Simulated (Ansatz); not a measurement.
# A scaling study of G0W0 on CsCaF3 (Pm-3m)

How does the cost of G0W0 grow with the cell? The test case is CsCaF3 (Pm-3m).

Method: G0W0 on r2SCAN, plane waves, PAW, in Ansatz 0.2.0.

Most raw output is cut from this account.

## (1) The structure

It takes space group Pm-3m (No. 221, cubic). Conventional cell: a = 4.521 Å, b = 4.521 Å, c = 4.521 Å, α = 90.00°, β = 90.00°, γ = 90.00°. Nearest to Cs lie 12 F at 3.20 Å. Nearest to Ca lie 6 F at 2.26 Å. F has 2 Ca at 2.26 Å and 4 Cs at 3.20 Å nearest. Farther neighbours and most contacts between anions are not listed.

As a file:

```cif
data_structure
_symmetry_space_group_name_H-M 'Pm-3m'
_symmetry_Int_Tables_number 221
_cell_length_a 4.5205
_cell_length_b 4.5205
_cell_length_c 4.5205
_cell_angle_alpha 90.000
_cell_angle_beta 90.000
_cell_angle_gamma 90.000
_cell_volume 92.38
loop_
_atom_site_label
_atom_site_type_symbol
_atom_site_symmetry_multiplicity
_atom_site_Wyckoff_symbol
_atom_site_fract_x
_atom_site_fract_y
_atom_site_fract_z
_atom_site_occupancy
Cs1 Cs 1 a 0.00000 0.00000 0.00000 1
Ca1 Ca 1 b 0.50000 0.50000 0.50000 1
F1 F 3 c 0.00000 0.50000 0.50000 1
```

The cell and positions are those that the Materials Project relaxed with its own functionals (PBE, PBE+U or r2SCAN), kept fixed. Spin-orbit coupling is left out unless a step names it. The default PAW set here is soft_2. Its files were made with PBE.

## (2) 5 atoms (1×1×1 cells), 2×2×2 mesh

G0W0 replaces the xc potential by the self-energy, built once from these orbitals. Only a window of levels is corrected, while the sums run over the empty bands that the input names.

Contents of input.yaml:

```yaml
crystal:
  lattice:
    - [4.52053103, 0.0, 0.0]
    - [0.0, 4.52053103, 0.0]
    - [0.0, 0.0, 4.52053103]
  atoms:
    - { symbol: Cs, position: [0.0, 0.0, 0.0] }
    - { symbol: Ca, position: [0.5, 0.5, 0.5] }
    - { symbol: F, position: [0.0, 0.5, 0.5] }
    - { symbol: F, position: [0.5, 0.0, 0.5] }
    - { symbol: F, position: [0.5, 0.5, 0.0] }
kpoints:
  mp_grid: { grid: [2, 2, 2] }
hamiltonian:
  xc: r2scan
scf:
  occupations: { method: fixed }
gw:
  n_empty_bands: 97
  ecut_chi: 60.0
  qp_bands: [v1, c1]
  qp_kpoints: band_edges
  screening: { model: contour_deformation }
```

Command:

```
$ ansatz run input.yaml --threads 16 --pin off --max-ram 36864MiB --backend cpu --events-out ev --progress --plain --runs-dir out
```

The job ended after 1.4 s (16 threads of Arm Neoverse V2, shared host; peak memory 0.6 GiB; 12 s of CPU time).

Numbers from this step:

```yaml
bands_summed: 117
rpa_eps_infinity_on_this_mesh_eigenvalues: 2.196, 2.196, 2.196
plane_waves_in_the_screening_matrix: 93
q_points_in_the_mesh: 8
g0w0_gap_on_the_mesh: 10.71 eV
k_of_the_valence_top: 0, 0, 0
k_of_the_conduction_bottom: 0, 0, 0
starting_gap_on_the_mesh: 8.020 eV
z_at_the_valence_top: 0.8057
z_at_the_conduction_bottom: 0.8853
least_direct_g0w0_gap_on_the_computed_points: 10.71 eV
```

The gap on the mesh goes from 8.02 eV to 10.71 eV, a correction of +2.69 eV, though a band edge has moved to another state.

## (3) No symmetry, 2×2×2 mesh

Changes to input.yaml since step 2:

```diff
@@ -11,2 +11,3 @@
     - { symbol: F, position: [0.5, 0.5, 0.0] }
+  symmetry: { detect: false }
 kpoints:
```

Wall time 2.4 s (16 threads); peak memory 0.78 GiB; 26 s of CPU time.

Numbers from this step:

- bands summed: 117
- RPA ε∞ on this mesh (eigenvalues): 2.196, 2.196, 2.196
- plane waves in the screening matrix: 93
- G0W0 gap on the mesh: 10.71 eV
- k of the valence top: 0, 0, 0
- k of the conduction bottom: 0, 0, 0
- starting gap on the mesh: 8.020 eV
- least direct G0W0 gap on the computed points: 10.71 eV

Against the run with 2×2×2 mesh, 97 empty bands, screening to 60 eV, the gap moves by −0.0002 eV.

## (4) 1 thread, 2×2×2 mesh

Changes to input.yaml since step 3:

```diff
@@ -11,3 +11,2 @@
     - { symbol: F, position: [0.5, 0.5, 0.0] }
-  symmetry: { detect: false }
 kpoints:
```

Command:

```
$ ansatz run input.yaml --threads 1 --pin off --max-ram 36864MiB --backend cpu --events-out ev --progress --plain --runs-dir out
```

Run time: 8.1 s. Hardware: 1 thread; peak memory 0.45 GiB.

Numbers from this step:

```yaml
bands_summed: 117
rpa_eps_infinity_on_this_mesh_eigenvalues: 2.196, 2.196, 2.196
plane_waves_in_the_screening_matrix: 93
g0w0_gap_on_the_mesh: 10.71 eV
k_of_the_valence_top: 0, 0, 0
k_of_the_conduction_bottom: 0, 0, 0
starting_gap_on_the_mesh: 8.020 eV
least_direct_g0w0_gap_on_the_computed_points: 10.71 eV
```

Against the run with 2×2×2 mesh, 97 empty bands, screening to 60 eV, the gap moves by +0.000 eV.

## (5) 2 threads, 2×2×2 mesh

input.yaml is that of step 4.

Command:

```
$ ansatz run input.yaml --threads 2 --pin off --max-ram 36864MiB --backend cpu --events-out ev --progress --plain --runs-dir out
```

Wall time 4.8 s (2 threads); peak memory 0.49 GiB.

Numbers from this step:

* bands summed: 117
* RPA ε∞ on this mesh (eigenvalues): 2.196, 2.196, 2.196
* plane waves in the screening matrix: 93
* G0W0 gap on the mesh: 10.71 eV
* k of the valence top: 0, 0, 0
* k of the conduction bottom: 0, 0, 0
* starting gap on the mesh: 8.020 eV
* least direct G0W0 gap on the computed points: 10.71 eV

Against the run with 2×2×2 mesh, 97 empty bands, screening to 60 eV, the gap moves by +0.000 eV.

## (6) 4 threads, 2×2×2 mesh

input.yaml is that of step 5.

Command:

```
$ ansatz run input.yaml --threads 4 --pin off --max-ram 36864MiB --backend cpu --events-out ev --progress --plain --runs-dir out
```

It took 2.5 s on 4 threads; peak memory 0.59 GiB; 8.5 s of CPU time.

(Unchanged from step 4.)

Against the run with 2×2×2 mesh, 97 empty bands, screening to 60 eV, the gap moves by +0.000 eV.

## (7) 8 threads, 2×2×2 mesh

input.yaml is that of step 6.

Command:

```
$ ansatz run input.yaml --threads 8 --pin off --max-ram 36864MiB --backend cpu --events-out ev --progress --plain --runs-dir out
```

Elapsed: 1.7 s, on 8 threads; peak memory 0.59 GiB; 9.7 s of CPU time.

This step gave:

- bands summed: 117
- RPA ε∞ on this mesh (eigenvalues): 2.196, 2.196, 2.196
- plane waves in the screening matrix: 93
- G0W0 gap on the mesh: 10.71 eV
- k of the valence top: 0, 0, 0
- k of the conduction bottom: 0, 0, 0
- starting gap on the mesh: 8.020 eV
- least direct G0W0 gap on the computed points: 10.71 eV

Against the run with 2×2×2 mesh, 97 empty bands, screening to 60 eV, the gap moves by +0.000 eV.

## (8) 10 atoms (2×1×1 cells), 1×2×2 mesh

Contents of input.yaml:

```yaml
crystal:
  lattice:
    - [9.04106206, 0.0, 0.0]
    - [0.0, 4.52053103, 0.0]
    - [0.0, 0.0, 4.52053103]
  atoms:
    - { symbol: Cs, position: [0.0, 0.0, 0.0] }
    - { symbol: Ca, position: [0.25, 0.5, 0.5] }
    - { symbol: F, position: [0.0, 0.5, 0.5] }
    - { symbol: F, position: [0.25, 0.0, 0.5] }
    - { symbol: F, position: [0.25, 0.5, 0.0] }
    - { symbol: Cs, position: [0.5, 0.0, 0.0] }
    - { symbol: Ca, position: [0.75, 0.5, 0.5] }
    - { symbol: F, position: [0.5, 0.5, 0.5] }
    - { symbol: F, position: [0.75, 0.0, 0.5] }
    - { symbol: F, position: [0.75, 0.5, 0.0] }
kpoints:
  mp_grid: { grid: [1, 2, 2] }
hamiltonian:
  xc: r2scan
scf:
  occupations: { method: fixed }
gw:
  n_empty_bands: 194
  ecut_chi: 60.0
  qp_bands: [v1, c1]
  qp_kpoints: band_edges
  screening: { model: contour_deformation }
```

Command:

```
$ ansatz run input.yaml --threads 16 --pin off --max-ram 36864MiB --backend cpu --events-out ev --progress --plain --runs-dir out
```

It took 3.9 s on 16 threads; peak memory 1.2 GiB; 39 s of CPU time.

This step gave:

```yaml
bands_summed: 234
rpa_eps_infinity_on_this_mesh_eigenvalues: 2.196, 2.196, 2.196
plane_waves_in_the_screening_matrix: 187
g0w0_gap_on_the_mesh: 10.71 eV
k_of_the_valence_top: 0, 0, 0
k_of_the_conduction_bottom: 0, 0, 0
starting_gap_on_the_mesh: 8.020 eV
least_direct_g0w0_gap_on_the_computed_points: 10.71 eV
```

The gap on the mesh goes from 8.02 eV to 10.71 eV, a correction of +2.69 eV, though a band edge has moved to another state.

## (9) 20 atoms (2×2×1 cells), 1×1×2 mesh

Contents of input.yaml:

```yaml
crystal:
  lattice:
    - [9.04106206, 0.0, 0.0]
    - [0.0, 9.04106206, 0.0]
    - [0.0, 0.0, 4.52053103]
  atoms:
    - { symbol: Cs, position: [0.0, 0.0, 0.0] }
    - { symbol: Ca, position: [0.25, 0.25, 0.5] }
    - { symbol: F, position: [0.0, 0.25, 0.5] }
    - { symbol: F, position: [0.25, 0.0, 0.5] }
    - { symbol: F, position: [0.25, 0.25, 0.0] }
    - { symbol: Cs, position: [0.0, 0.5, 0.0] }
    - { symbol: Ca, position: [0.25, 0.75, 0.5] }
    - { symbol: F, position: [0.0, 0.75, 0.5] }
    - { symbol: F, position: [0.25, 0.5, 0.5] }
    - { symbol: F, position: [0.25, 0.75, 0.0] }
    - { symbol: Cs, position: [0.5, 0.0, 0.0] }
    - { symbol: Ca, position: [0.75, 0.25, 0.5] }
    - { symbol: F, position: [0.5, 0.25, 0.5] }
    - { symbol: F, position: [0.75, 0.0, 0.5] }
    - { symbol: F, position: [0.75, 0.25, 0.0] }
    - { symbol: Cs, position: [0.5, 0.5, 0.0] }
    - { symbol: Ca, position: [0.75, 0.75, 0.5] }
    - { symbol: F, position: [0.5, 0.75, 0.5] }
    - { symbol: F, position: [0.75, 0.5, 0.5] }
    - { symbol: F, position: [0.75, 0.75, 0.0] }
kpoints:
  mp_grid: { grid: [1, 1, 2] }
hamiltonian:
  xc: r2scan
scf:
  occupations: { method: fixed }
gw:
  n_empty_bands: 388
  ecut_chi: 60.0
  qp_bands: [v1, c1]
  qp_kpoints: band_edges
  screening: { model: contour_deformation }
```

Elapsed: 13 s, on 16 threads; peak memory 2.7 GiB.

Numbers from this step:

* bands summed: 468
* RPA ε∞ on this mesh (eigenvalues): 2.196, 2.196, 2.196
* plane waves in the screening matrix: 377
* G0W0 gap on the mesh: 10.73 eV
* k of the valence top: 0, 0, -0.5
* k of the conduction bottom: 0, 0, 0
* starting gap on the mesh: 8.020 eV
* least direct G0W0 gap on the computed points: 10.73 eV

The gap on the mesh goes from 8.02 eV to 10.73 eV, a correction of +2.71 eV. Between the two edge states, bare exchange in place of the xc potential would open the gap by 11.35 eV, and correlation takes back 8.65 eV.

## (10) 40 atoms (2×2×2 cells), 1×1×1 mesh

Contents of input.yaml:

```yaml
crystal:
  lattice:
    - [9.04106206, 0.0, 0.0]
    - [0.0, 9.04106206, 0.0]
    - [0.0, 0.0, 9.04106206]
  atoms:
    - { symbol: Cs, position: [0.0, 0.0, 0.0] }
    - { symbol: Ca, position: [0.25, 0.25, 0.25] }
    - { symbol: F, position: [0.0, 0.25, 0.25] }
    - { symbol: F, position: [0.25, 0.0, 0.25] }
    - { symbol: F, position: [0.25, 0.25, 0.0] }
    - { symbol: Cs, position: [0.0, 0.0, 0.5] }
    - { symbol: Ca, position: [0.25, 0.25, 0.75] }
    - { symbol: F, position: [0.0, 0.25, 0.75] }
[... 28 atom lines left out ...]
    - { symbol: Ca, position: [0.75, 0.75, 0.75] }
    - { symbol: F, position: [0.5, 0.75, 0.75] }
    - { symbol: F, position: [0.75, 0.5, 0.75] }
    - { symbol: F, position: [0.75, 0.75, 0.5] }
kpoints:
  mp_grid: { grid: [1, 1, 1] }
hamiltonian:
  xc: r2scan
scf:
  occupations: { method: fixed }
gw:
  n_empty_bands: 776
  ecut_chi: 60.0
  qp_bands: [v1, c1]
  qp_kpoints: band_edges
  screening: { model: contour_deformation }
```

Wall time 29 s (16 threads); peak memory 5.5 GiB; 6.9 min of CPU time.

Numbers from this step:

```
bands summed                                 : 936
RPA ε∞ on this mesh (eigenvalues)            : 2.196, 2.196, 2.196
plane waves in the screening matrix          : 751
G0W0 gap on the mesh                         : 10.73 eV
k of the valence top                         : 0, 0, 0
k of the conduction bottom                   : 0, 0, 0
starting gap on the mesh                     : 8.020 eV
least direct G0W0 gap on the computed points : 10.73 eV
```

The gap on the mesh goes from 8.02 eV to 10.73 eV, a correction of +2.71 eV. Between the two edge states, bare exchange in place of the xc potential would open the gap by 11.35 eV, and correlation takes back 8.65 eV.

## (11) The runs together

A supercell on the folded mesh samples the same points as the primitive cell, so the gap should stay. Times are wall times on shared hardware, named with each run.

| run | mesh | irreducible k | bands | screening plane waves | threads | gap (eV) | time | CPU time | host memory (GiB) |
| --- | --- | --- | --- | --- | --- | --- | --- | --- | --- |
| 5 atoms (1×1×1 cells) | 2×2×2 | 4 | 117 | 93 | 16 | 10.708 | 1.4 s | 12 s | 0.60 |
| no symmetry | 2×2×2 | 8 | 117 | 93 | 16 | 10.707 | 2.4 s | 26 s | 0.78 |
| 1 thread | 2×2×2 | 4 | 117 | 93 | 1 | 10.708 | 8.1 s | 8.1 s | 0.45 |
| 2 threads | 2×2×2 | 4 | 117 | 93 | 2 | 10.708 | 4.8 s | 8.8 s | 0.49 |
| 4 threads | 2×2×2 | 4 | 117 | 93 | 4 | 10.708 | 2.5 s | 8.5 s | 0.59 |
| 8 threads | 2×2×2 | 4 | 117 | 93 | 8 | 10.708 | 1.7 s | 9.7 s | 0.59 |
| 10 atoms (2×1×1 cells) | 1×2×2 | 3 | 234 | 187 | 16 | 10.709 | 3.9 s | 39 s | 1.2 |
| 20 atoms (2×2×1 cells) | 1×1×2 | 2 | 468 | 377 | 16 | 10.725 | 13 s | 2.4 min | 2.7 |
| 40 atoms (2×2×2 cells) | 1×1×1 | 1 | 936 | 751 | 16 | 10.726 | 29 s | 6.9 min | 5.5 |

## (12) Results

| Item | Value |
| --- | --- |
| 5 atoms (1×1×1 cells) | 1.4 s, gap 10.71 eV |
| no symmetry | 2.4 s, gap 10.71 eV |
| 1 thread | 8.1 s, gap 10.71 eV |
| 2 threads | 4.8 s, gap 10.71 eV |
| 4 threads | 2.5 s, gap 10.71 eV |
| 8 threads | 1.7 s, gap 10.71 eV |
| 10 atoms (2×1×1 cells) | 3.9 s, gap 10.71 eV |
| 20 atoms (2×2×1 cells) | 13 s, gap 10.73 eV |
| 40 atoms (2×2×2 cells) | 29 s, gap 10.73 eV |

**Reading.** From 5 to 40 atoms the gap stays within 0.018 eV, while the time grows 21-fold. Over the last step it grows as about the power 1.1 of the size; fewer k points offset part of the fourth-power cost of the screening. Without symmetry the mesh holds 8 points in place of 4, the time changes by less than twofold and the gap changes by −0.0002 eV. Going from 1 to 16 threads speeds the run 5.9-fold, an efficiency of about 37 %. The host was shared, so single times are good to a factor of about two.

[Paths, hosts, dates, memory and timing lines, banners, echoed tables and standing remarks are left out of the program output.]

[Logs are printed without paths, hosts, clocks, repeated set-up lines and the standing remarks that a program may print on its own settings, such as how far it seeks lower states.]

[Runs of the session that timed out or met a known fault of the program may be left out.]

[Cells called generated may have been cut or substituted from an entry of the Crystallography Open Database or the Materials Project.]

[Hosts, paths, dates, database ids (printed as entryN), source tags and the programs' standing remarks are cut or masked in the printed files.]
